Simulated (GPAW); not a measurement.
## KZnF3: optical spectrum from first principles

Wanted: where KZnF3 starts to absorb, how strongly, and its refractive index.

Calculated with GPAW 26.7.0; DFT, PBE, plane-wave PAW (GPAW data sets), scalar-relativistic, RPA, optical limit.

## 1. The structure

It takes space group Pm-3m (No. 221, cubic). The conventional cell has a = 4.050 Å, b = 4.050 Å, c = 4.050 Å, α = 90.00°, β = 90.00°, γ = 90.00°. Zn has 6 F at 2.02 Å nearest. Nearest to K lie 12 F at 2.86 Å. Nearest to F lie 2 Zn at 2.02 Å and 4 K at 2.86 Å. Farther neighbours and most contacts between anions are not listed.

## 2. Ground state

The self-consistent density comes first; it also tells whether there is a gap, which decides the occupations and the need for a Drude term.

This step: DFT, PBE, plane-wave PAW (GPAW data sets), scalar-relativistic, ground state (GPAW 26.7.0).

Contents of gs.py:

```python
from ase import Atoms
from ase.dft.bandgap import bandgap
from gpaw import GPAW, PW, FermiDirac

atoms = Atoms(['Zn', 'K', 'F', 'F', 'F'],
              cell=[[4.050000000000, 0.000000000000, 0.000000000000],
                    [0.000000000000, 4.050000000000, 0.000000000000],
                    [0.000000000000, 0.000000000000, 4.050000000000]],
              scaled_positions=[[0.500000000000, 0.500000000000, 0.500000000000],
                                [0.000000000000, 0.000000000000, 0.000000000000],
                                [0.500000000000, 0.000000000000, 0.500000000000],
                                [0.000000000000, 0.500000000000, 0.500000000000],
                                [0.500000000000, 0.500000000000, 0.000000000000]],
              pbc=[True, True, True])
atoms.calc = GPAW(mode=PW(500), xc='PBE', kpts={'size': (6, 6, 6), 'gamma': True},
                  occupations=FermiDirac(0.05), maxiter=150, txt='gs.txt')
print('energy (eV)', atoms.get_potential_energy())
print('Fermi level (eV)', atoms.calc.get_fermi_level())
print('valence electrons', atoms.calc.get_number_of_electrons())
print('gap (eV)', bandgap(atoms.calc, output=None)[0])
print('direct gap (eV)', bandgap(atoms.calc, direct=True, output=None)[0])
atoms.calc.write('gs.gpw')
```

Run with:

```
$ OMP_NUM_THREADS=1 python gs.py
```

Numbers of over 12 decimals in the logs are rounded to 6 here.

The log of the run:

```text
__  _  _
 | _ |_)|_||  |
 |__||  | ||/\| - 26.7.0

Versions:
  Python: 3.12.14
  ASE:    3.29.0
  Numpy:  2.5.5
  Scipy:  1.18.1
  Libxc:  7.0.0

Input parameters:
  mode=PW(ecut=500.0),
  kpts=MonkhorstPack(size=(6, 6, 6), gamma=True),
  maxiter=150,
  occupations=Occupations(name='fermi-dirac', width=0.05, fixmagmom=False),
  xc=XC(name='PBE')

Diagonalizing LCAO Hamiltonian
Converting LCAO to pw mode
   .---------.
  /|         |
 * |         |
 |F|   Zn    |
 | |         |
 | .--F------.
 |/    F    /
 K---------*

Atoms  # Å, Bohr magnetons
|   | symbol |        x |        y |        z |    initial magnetic moments |
| 0 |     Zn | 2.025000 | 2.025000 | 2.025000 | ( 0.0000,  0.0000,  0.0000) |
| 1 |      K | 0.000000 | 0.000000 | 0.000000 | ( 0.0000,  0.0000,  0.0000) |
| 2 |      F | 2.025000 | 0.000000 | 2.025000 | ( 0.0000,  0.0000,  0.0000) |
| 3 |      F | 0.000000 | 2.025000 | 2.025000 | ( 0.0000,  0.0000,  0.0000) |
| 4 |      F | 2.025000 | 2.025000 | 0.000000 | ( 0.0000,  0.0000,  0.0000) |

Unit cell  # Å
| periodic |        x |        y |        z |  lengths |    angles |
|      yes | 4.050000 | 0.000000 | 0.000000 | 4.050000 | 90.000000 |
|      yes | 0.000000 | 4.050000 | 0.000000 | 4.050000 | 90.000000 |
|      yes | 0.000000 | 0.000000 | 4.050000 | 4.050000 | 90.000000 |

Number of symmetries: 48
Symmetry operations  # r_c * U_cc + t_c -> r_c
|    | kind |            matrix            |
|  0 |  E   |  1, 0, 0,  0, 1, 0,  0, 0, 1 |
|  1 |  σ   |  1, 0, 0,  0, 1, 0,  0, 0,-1 |
|  2 |  σ   |  1, 0, 0,  0, 0, 1,  0, 1, 0 |
|  3 |  C4  |  1, 0, 0,  0, 0, 1,  0,-1, 0 |
|  4 |  C4  |  1, 0, 0,  0, 0,-1,  0, 1, 0 |
|  5 |  σ   |  1, 0, 0,  0, 0,-1,  0,-1, 0 |
|  6 |  σ   |  1, 0, 0,  0,-1, 0,  0, 0, 1 |
|  7 |  C2  |  1, 0, 0,  0,-1, 0,  0, 0,-1 |
|  8 |  σ   |  0, 1, 0,  1, 0, 0,  0, 0, 1 |
|  9 |  C2  |  0, 1, 0,  1, 0, 0,  0, 0,-1 |
| 10 |  C3  |  0, 1, 0,  0, 0, 1,  1, 0, 0 |
| 11 |  S6  |  0, 1, 0,  0, 0, 1, -1, 0, 0 |
| 12 |  S6  |  0, 1, 0,  0, 0,-1,  1, 0, 0 |
| 13 |  C3  |  0, 1, 0,  0, 0,-1, -1, 0, 0 |
| 14 |  C4  |  0, 1, 0, -1, 0, 0,  0, 0, 1 |
| 15 |  S4  |  0, 1, 0, -1, 0, 0,  0, 0,-1 |
| 16 |  C3  |  0, 0, 1,  1, 0, 0,  0, 1, 0 |
| 17 |  S6  |  0, 0, 1,  1, 0, 0,  0,-1, 0 |
| 18 |  σ   |  0, 0, 1,  0, 1, 0,  1, 0, 0 |
| 19 |  C4  |  0, 0, 1,  0, 1, 0, -1, 0, 0 |
| 20 |  C2  |  0, 0, 1,  0,-1, 0,  1, 0, 0 |
| 21 |  S4  |  0, 0, 1,  0,-1, 0, -1, 0, 0 |
| 22 |  S6  |  0, 0, 1, -1, 0, 0,  0, 1, 0 |
| 23 |  C3  |  0, 0, 1, -1, 0, 0,  0,-1, 0 |
| 24 |  S6  |  0, 0,-1,  1, 0, 0,  0, 1, 0 |
| 25 |  C3  |  0, 0,-1,  1, 0, 0,  0,-1, 0 |
| 26 |  C4  |  0, 0,-1,  0, 1, 0,  1, 0, 0 |
| 27 |  σ   |  0, 0,-1,  0, 1, 0, -1, 0, 0 |
| 28 |  S4  |  0, 0,-1,  0,-1, 0,  1, 0, 0 |
| 29 |  C2  |  0, 0,-1,  0,-1, 0, -1, 0, 0 |
| 30 |  C3  |  0, 0,-1, -1, 0, 0,  0, 1, 0 |
| 31 |  S6  |  0, 0,-1, -1, 0, 0,  0,-1, 0 |
| 32 |  C4  |  0,-1, 0,  1, 0, 0,  0, 0, 1 |
| 33 |  S4  |  0,-1, 0,  1, 0, 0,  0, 0,-1 |
| 34 |  S6  |  0,-1, 0,  0, 0, 1,  1, 0, 0 |
| 35 |  C3  |  0,-1, 0,  0, 0, 1, -1, 0, 0 |
| 36 |  C3  |  0,-1, 0,  0, 0,-1,  1, 0, 0 |
| 37 |  S6  |  0,-1, 0,  0, 0,-1, -1, 0, 0 |
| 38 |  σ   |  0,-1, 0, -1, 0, 0,  0, 0, 1 |
| 39 |  C2  |  0,-1, 0, -1, 0, 0,  0, 0,-1 |
| 40 |  σ   | -1, 0, 0,  0, 1, 0,  0, 0, 1 |
| 41 |  C2  | -1, 0, 0,  0, 1, 0,  0, 0,-1 |
| 42 |  C2  | -1, 0, 0,  0, 0, 1,  0, 1, 0 |
| 43 |  S4  | -1, 0, 0,  0, 0, 1,  0,-1, 0 |
| 44 |  S4  | -1, 0, 0,  0, 0,-1,  0, 1, 0 |
| 45 |  C2  | -1, 0, 0,  0, 0,-1,  0,-1, 0 |
| 46 |  C2  | -1, 0, 0,  0,-1, 0,  0, 0, 1 |
| 47 |  i   | -1, 0, 0,  0,-1, 0,  0, 0,-1 |

BZ-sampling:
  Number of BZ points: 216
  Number of IBZ points: 20

  Monkhorst-Pack size: [6, 6, 6]
  Monkhorst-Pack shift: [0.083333, 0.083333, 0.083333]

K-points  # in reciprocal-cell coordinates
|     |                                coordinates |     weight |
|   0 | (  0.00000000,   0.00000000,   0.00000000) | 0.00462963 |
|   1 | (  0.16666667,   0.00000000,   0.00000000) | 0.02777778 |
|   2 | (  0.16666667,   0.16666667,   0.00000000) | 0.05555556 |
|   3 | (  0.16666667,   0.16666667,   0.16666667) | 0.03703704 |
|   4 | (  0.33333333,   0.00000000,   0.00000000) | 0.02777778 |
|   5 | (  0.33333333,   0.16666667,   0.00000000) | 0.11111111 |
|   6 | (  0.33333333,   0.16666667,   0.16666667) | 0.11111111 |
|   7 | (  0.33333333,   0.33333333,   0.00000000) | 0.05555556 |
|   8 | (  0.33333333,   0.33333333,   0.16666667) | 0.11111111 |
|   9 | (  0.33333333,   0.33333333,   0.33333333) | 0.03703704 |
| ... |                                            |            |
|  19 | (  0.50000000,   0.50000000,   0.50000000) | 0.00462963 |

Plane wave coefficients: 1743
Cutoff: 500.0 eV

Spin-components: 1 (collinear spins)
Bands:           26
Projectors:      26
Spin-degeneracy: 2
Datatype:        complex128

Parallelization:
  kpt:    1
  domain: 1
  band:   1

Density:
  Valence electrons: 42.0
  Components: 1
  Grid points: [21 21 21]
  Charge: 0.0  # |e|

Potential:
  Grid points: [21 21 21]

species:
  Zn:
    name:    Zinc
    id:
    Z:       30.0
    valence: 12
    core:    18
    charge:  0.0  # [|e|]
    compensation charges:
      type: gauss
      rc: 0.37  # [Å]
      lmax: 2
    cutoffs:
      filter: 2.14  # [Å]
      core: 2.28  # [Å]
    projectors
    | kind |    occ | energy [eV] | rcut [Å] |
    |   4s |  2.000 |      -5.977 |    1.286 |
    |   4p |  0.000 |      -1.117 |    1.270 |
    |   3d | 10.000 |     -10.142 |    1.180 |
    |    s |        |      21.234 |    1.286 |
    |    p |        |      26.095 |    1.270 |
    |    d |        |      17.070 |    1.180 |

    Using partial waves for Zn as LCAO basis

  K:
    name:    Potassium
    id:
    Z:       19.0
    valence: 9
    core:    10
    charge:  0.0  # [|e|]
    compensation charges:
      type: gauss
      rc: 0.35  # [Å]
      lmax: 2
    cutoffs:
      filter: 1.91  # [Å]
      core: 1.27  # [Å]
    projectors
    | kind |    occ | energy [eV] | rcut [Å] |
    |   3s |  2.000 |     -35.338 |    1.122 |
    |   4s |  1.000 |      -2.319 |    1.122 |
    |   3p |  6.000 |     -18.813 |    1.106 |
    |    p |        |       8.398 |    1.106 |
    |    d |        |       0.000 |    0.937 |

    Using partial waves for K as LCAO basis

  F:
    name:    Fluorine
    id:
    Z:       9.0
    valence: 7
    core:    2
    charge:  0.0  # [|e|]
    compensation charges:
      type: gauss
      rc: 0.20  # [Å]
      lmax: 2
    cutoffs:
      filter: 1.14  # [Å]
      core: 0.74  # [Å]
    projectors
    | kind |    occ | energy [eV] | rcut [Å] |
    |   2s |  2.000 |     -29.898 |    0.635 |
    |   2p |  5.000 |     -11.110 |    0.635 |
    |    s |        |      -2.687 |    0.635 |
    |    p |        |      16.102 |    0.635 |
    |    d |        |       0.000 |    0.635 |

    Using partial waves for F as LCAO basis

Reference energy: -73385.822227  # eV

eigensolver:
  PPCG
  Converge bands: occupied
  niter=2

density mixing:
  MSR1-Mixer
  Pratt-step length: 0.05
  Maximum mixing coefficient: 0.75
  Old densities: 10
  SVD Regularization: 0.005
  Good broyden scale: 1.0
  Trust region scale: 1.0
  Backstep threshold: 4.0
  History deletion threshold: 6.0
  Fourier metric: weight=20.0, sigma=0.015

occupation numbers:
  Fermi-Dirac:
    width: 0.0500  # eV

poisson solver:
  ecut: 4000.0  # eV

xc functional:
  name: PBE with 2 nearest neighbor stencil

convergence criteria:
- Maximum [total energy] change in last 3 cyles: 0.0005 eV / valence electron
- Maximum integral of absolute [dens]ity change: 0.0001 electrons / valence electron
- Maximum integral of absolute [eigenst]ate change: 4e-08 eV^2 / valence electron
maximum number of iterations: 150

SCF iterations
|iter     |      energy | eigst |  dens |
|iter:   1||  -21.549916 | -0.16 |       |
|iter:   2||  -21.196331 | -1.43 | -1.17 |
|iter:   3||  -20.099092 | -0.44 | -1.22 |
|iter:   4||  -20.092295 | -2.68 | -1.66 |
|iter:   5||  -20.095884c| -2.44 | -1.98 |
|iter:   6||  -20.096270c| -4.55 | -2.87 |
|iter:   7||  -20.096333c| -5.34 | -3.32 |
|iter:   8||  -20.096340c| -6.32 | -3.88 |
|iter:   9||  -20.096341c| -6.73 | -4.52c|
|iter:  10||  -20.096341c| -7.33 | -5.18c|
|iter:  11||  -20.096341c| -8.42c| -6.04c|

Converged in 11 steps
SCF loop duration: 18.309 s (1.664 s/step)
Energy contributions relative to reference atoms: (reference = -73385.822227)

Energy contributions:
  Kinetic:          40.457268
  Coulomb:         -34.808872
  Zero:              0.038554
  External:          0.000000
  Xc:              -25.783291
  Entropy:          -0.000000
  Spinorbit:         0.000000
  ----------------------------
  Free energy:     -20.096341
  Extrapolated:    -20.096341

dipole moment: (-26.853625, -26.853625, -26.853625)  # |e|*Ang

Fermi level: 3.646
Eigenvalues  # (at kpt = [0.000, 0.000, 0.000])
| band index |      eig [eV] | occ [0-2] |
|          0 |       -25.260 |     2.000 |
|        ... |               |           |
|         13 |        -1.255 |     2.000 |
|         14 |        -1.255 |     2.000 |
|         15 |        -0.280 |     2.000 |
|         16 |        -0.280 |     2.000 |
|         17 |        -0.280 |     2.000 |
|         18 |        -0.060 |     2.000 |
|         19 |        -0.060 |     2.000 |
|         20 |        -0.060 |     2.000 |
|         21 |         5.604 |     0.000 |
|         22 |        10.484 |     0.000 |
|         23 |        10.484 |     0.000 |
|         24 |        11.217 |     0.000 |
|         25 |        12.764 |     0.000 |

Gap: 3.805 eV
Transition (v -> c):
  (s=0, k=19, n=20, [0.50, 0.50, 0.50]) -> (s=0, k=0, n=21, [0.00, 0.00, 0.00])
Direct/indirect transitions are different
Direct gap: 5.664 eV
Transition at: (s=0, k=0, n=20, [0.00, 0.00, 0.00])

--- standard output ---
energy (eV) -20.096341
Fermi level (eV) 3.646099
valence electrons 42.0
gap (eV) 3.804539
direct gap (eV) 5.664187
```

Wall time 21 s (1 thread of Arm Neoverse V1, shared host); peak memory 0.16 GiB.

Read-outs, printed or worked out from the files:

- energy: -20.10 eV
- Fermi energy: 3.646 eV
- gap on the k-mesh: 3.805 eV
- direct gap on the mesh: 5.664 eV
- electrons: 42

There is a gap, 3.80 eV on this mesh (points off the mesh can give less), so no carriers' term is needed.

## 3. Bands for the response

At the fixed density, many empty bands are solved on the mesh of the response, since the spectrum sums over them.

This step: DFT, PBE, plane-wave PAW (GPAW data sets), scalar-relativistic, bands at fixed density (GPAW 26.7.0).

Contents of nscf.py:

```python
from ase.dft.bandgap import bandgap
from gpaw import GPAW, FermiDirac

calc = GPAW('gs.gpw').fixed_density(kpts={'size': (8, 8, 8), 'gamma': True}, nbands=59, convergence={'bands': 53},
                                    occupations=FermiDirac(0.001), txt='nscf.txt')
print('gap (eV)', bandgap(calc, output=None)[0])
print('direct gap (eV)', bandgap(calc, direct=True, output=None)[0])
print('top band over the Fermi level (eV)', min(calc.get_eigenvalues(kpt=k)[52] for k in range(len(calc.get_ibz_k_points()))) - calc.get_fermi_level())
calc.write('full.gpw', mode='all')
```

Run with:

```
$ OMP_NUM_THREADS=1 python nscf.py
```

The log of the run:

```text
Diagonalizing LCAO Hamiltonian
Converting LCAO to pw mode
convergence criteria:
- Maximum integral of absolute [eigenst]ate change: 4e-08 eV^2 / valence electron
maximum number of iterations: 150

SCF iterations
|iter     |      energy | eigst |  dens |
|iter:   1||             | +3.68 |       |
|iter:   2||             | +2.40 |       |
|iter:   3||             | +1.60 |       |
|iter:   4||             | +0.49 |       |
|iter:   5||             | -0.26 |       |
|iter:   6||             | -1.38 |       |
|iter:   7||             | -2.17 |       |
|iter:   8||             | -3.28 |       |
|iter:   9||             | -4.03 |       |
|iter:  10||             | -5.05 |       |
|iter:  11||             | -5.77 |       |
|iter:  12||             | -6.71 |       |
|iter:  13||             | -7.32 |       |
|iter:  14||             | -7.67c|       |
SCF steps: 14
  __  _  _
 | _ |_)|_||  |
 |__||  | ||/\| - 26.7.0

Versions:
  Python: 3.12.14
  ASE:    3.29.0
  Numpy:  2.5.5
  Scipy:  1.18.1
  Libxc:  7.0.0

Input parameters:
  mode=PW(ecut=500.0),
  convergence={'bands': 53},
  gpts=array([21, 21, 21]),
  kpts=MonkhorstPack(size=(8, 8, 8), gamma=True),
  maxiter=150,
  nbands=59,
  occupations=Occupations(name='fermi-dirac', width=0.001, fixmagmom=False),
  parallel={},
  xc=XC(name='PBE')

--- standard output ---
gap (eV) 3.804539
direct gap (eV) 5.664187
top band over the Fermi level (eV) 29.195918
```

Wall time 86 s (1 thread); peak memory 0.23 GiB.

[end of part 1 of 2]

[Machine, clock and banner lines and Python warnings are left out of the logs.]

[Logs are printed without paths, hosts, clocks, repeated set-up lines and the standing remarks that a program may print on its own settings, such as how far it seeks lower states.]

[Hosts, paths, dates, database ids (printed as entryN), source tags and the programs' standing remarks are cut or masked in the printed files.]
